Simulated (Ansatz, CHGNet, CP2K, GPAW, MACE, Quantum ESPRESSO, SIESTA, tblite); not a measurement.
**Other levels on random packing of 41In2S3-59GeS2 (mol %) (84 atoms)**

Density of this cell: 3.95 g/cm³. The cell holds 84 atoms: 18 In, 53 S and 13 Ge. Cell: a = 12.555 Å, b = 12.555 Å, c = 12.555 Å, α = 90.0°, β = 90.0°, γ = 90.0°. 84 atoms (18 In, 53 S, 13 Ge) packed at random in a cube at 3.95 g/cm³ and pushed apart as soft spheres, cations and anions kept from their own kind; a start for melting by ab initio MD, not an equilibrated structure. Then every atom was moved at random, 0.03 Å r.m.s. a Cartesian component.

Geometry: as built.

The reference, a calculation:

- method: Kohn-Sham DFT, PBE, SSSP efficiency 1.3.0 pseudopotentials, plane waves (Quantum ESPRESSO 7.5); sssp-pbe-1.3.0-efficiency, cutoffs 45/360 Ry, Γ point
- r.m.s. force component: 0.7479 eV/Å
- longest force: 2.856 eV/Å
- pressure: 2.369 GPa
- time: 13 min on 4 MPI ranks of Arm Neoverse V2, shared host
- CPU time: 54 min

**Question.** The same geometry is run in other programs. How far does each lie from the reference, and what does it cost?
- SIESTA PBE, DZ, shift 0.01 Ry, mesh 300 Ry (SIESTA 5.4.2; 1 thread)
- tblite GFN2-xTB (tblite 0.8.0; 1 thread)
- tblite IPEA1-xTB (tblite 0.8.0; 1 thread)
- GPAW PBE, LCAO szp(dzp), h 0.2 Å (GPAW 26.7.0; 1 thread)
- CHGNet 0.3.0 potential (CHGNet 0.3.0; 1 thread)
- GPAW RPBE, LCAO dzp, h 0.2 Å (GPAW 26.7.0; 1 thread)
- GPAW PBE, LCAO dzp, h 0.2 Å (GPAW 26.7.0; 1 thread)
- CP2K PBE, DZVP-MOLOPT-SR, 175/50 Ry, diagonalisation (CP2K 2026.2; 2 threads)
- CP2K PBE, TZVP-UZH, 350/50 Ry, diagonalisation (CP2K 2026.2; 4 MPI ranks)
- CP2K PBE, TZV2P-MOLOPT (SR for In, Ge), 350/50 Ry, diagonalisation (CP2K 2026.2; 4 MPI ranks)

Differences are against the plane-wave reference, forces as r.m.s. over components; share is that over the reference's r.m.s. force, slope the least-squares factor from reference forces to these. Total energies of different programs have different zeros and aren't compared.

| run | Δ force, r.m.s. (meV/Å) | share (%) | slope | Δ pressure (GPa) | cores | CPU time | memory (GiB) |
| --- | --- | --- | --- | --- | --- | --- | --- |
| reference | - | - | - | - | 4 | 54 min | 5.5 |
| SIESTA PBE, DZ, shift 0.01 Ry, mesh 300 Ry (coarse) | 483 | 64.6 | 1.290 | 3.14 | 1 | 4.1 min | 1.1 |
| tblite GFN2-xTB | 255 | 34.1 | 0.867 | -0.862 | 1 | 22 s | 0.17 |
| tblite IPEA1-xTB | 593 | 79.2 | 1.123 | -6.62 | 1 | 8.5 s | 0.17 |
| GPAW PBE, LCAO szp(dzp), h 0.2 Å (coarse) | 320 | 42.7 | 1.178 | - | 1 | 3.8 min | 1.8 |
| CHGNet 0.3.0 potential | 357 | 47.7 | 0.861 | -0.233 | 1 | 2.8 s | 0.66 |
| GPAW RPBE, LCAO dzp, h 0.2 Å | 158 | 21.2 | 1.113 | - | 1 | 5.1 min | 1.9 |
| GPAW PBE, LCAO dzp, h 0.2 Å | 144 | 19.2 | 1.083 | - | 1 | 4.9 min | 1.9 |
| CP2K PBE, DZVP-MOLOPT-SR, 175/50 Ry, diagonalisation (coarse) | 47.2 | 6.31 | 1.020 | 0.665 | 2 | 5.6 min | 1.2 |
| CP2K PBE, TZVP-UZH, 350/50 Ry, diagonalisation | 49.9 | 6.67 | 1.027 | 0.676 | 4 | 10 min | 5.2 |
| CP2K PBE, TZV2P-MOLOPT (SR for In, Ge), 350/50 Ry, diagonalisation | 45.1 | 6.03 | 1.022 | 0.605 | 4 | 17 min | 5.2 |

Rows marked coarse use a setting chosen to be so.

Times of the machine-learned potentials are mostly Python's start and the loading of weights.

CPU time is summed over cores on a shared host, where runs went side by side, so it is rough. Symmetry, cutoffs, thresholds, outputs and thread counts weren't matched or tuned between programs; memory under MPI is the largest rank's times the ranks.

The PBE runs in local orbitals, coarse settings apart, differ by 6.0 % (CP2K PBE, TZV2P-MOLOPT (SR for In, Ge), 350/50 Ry, diagonalisation) to 19 % (GPAW PBE, LCAO dzp, h 0.2 Å); basis, grid and potentials can all enter. Tight binding differs by 34 % (tblite GFN2-xTB) to 79 % (tblite IPEA1-xTB); it is another model, with fitted parameters of its own, and the xTB methods hold dispersion. Machine-learned potentials differ by 48 % (CHGNet 0.3.0 potential); they were trained on other programs' data. Rows with another functional or a dispersion term differ by 21 % (GPAW RPBE, LCAO dzp, h 0.2 Å), which mixes the change of model with differences of basis and potentials. Periodic xTB results under one method name differ between programs and library versions. Machine-learned potentials mimic data converged in k, so the reference's own k-point error enters their differences. The electronic-structure runs sample only Γ, in a cell whose shortest periodic width is 13 Å, which is coarse for a cell with partly filled levels.

[Hosts, paths, dates, database ids (printed as entryN), source tags and the programs' standing remarks are cut or masked in the printed files.]
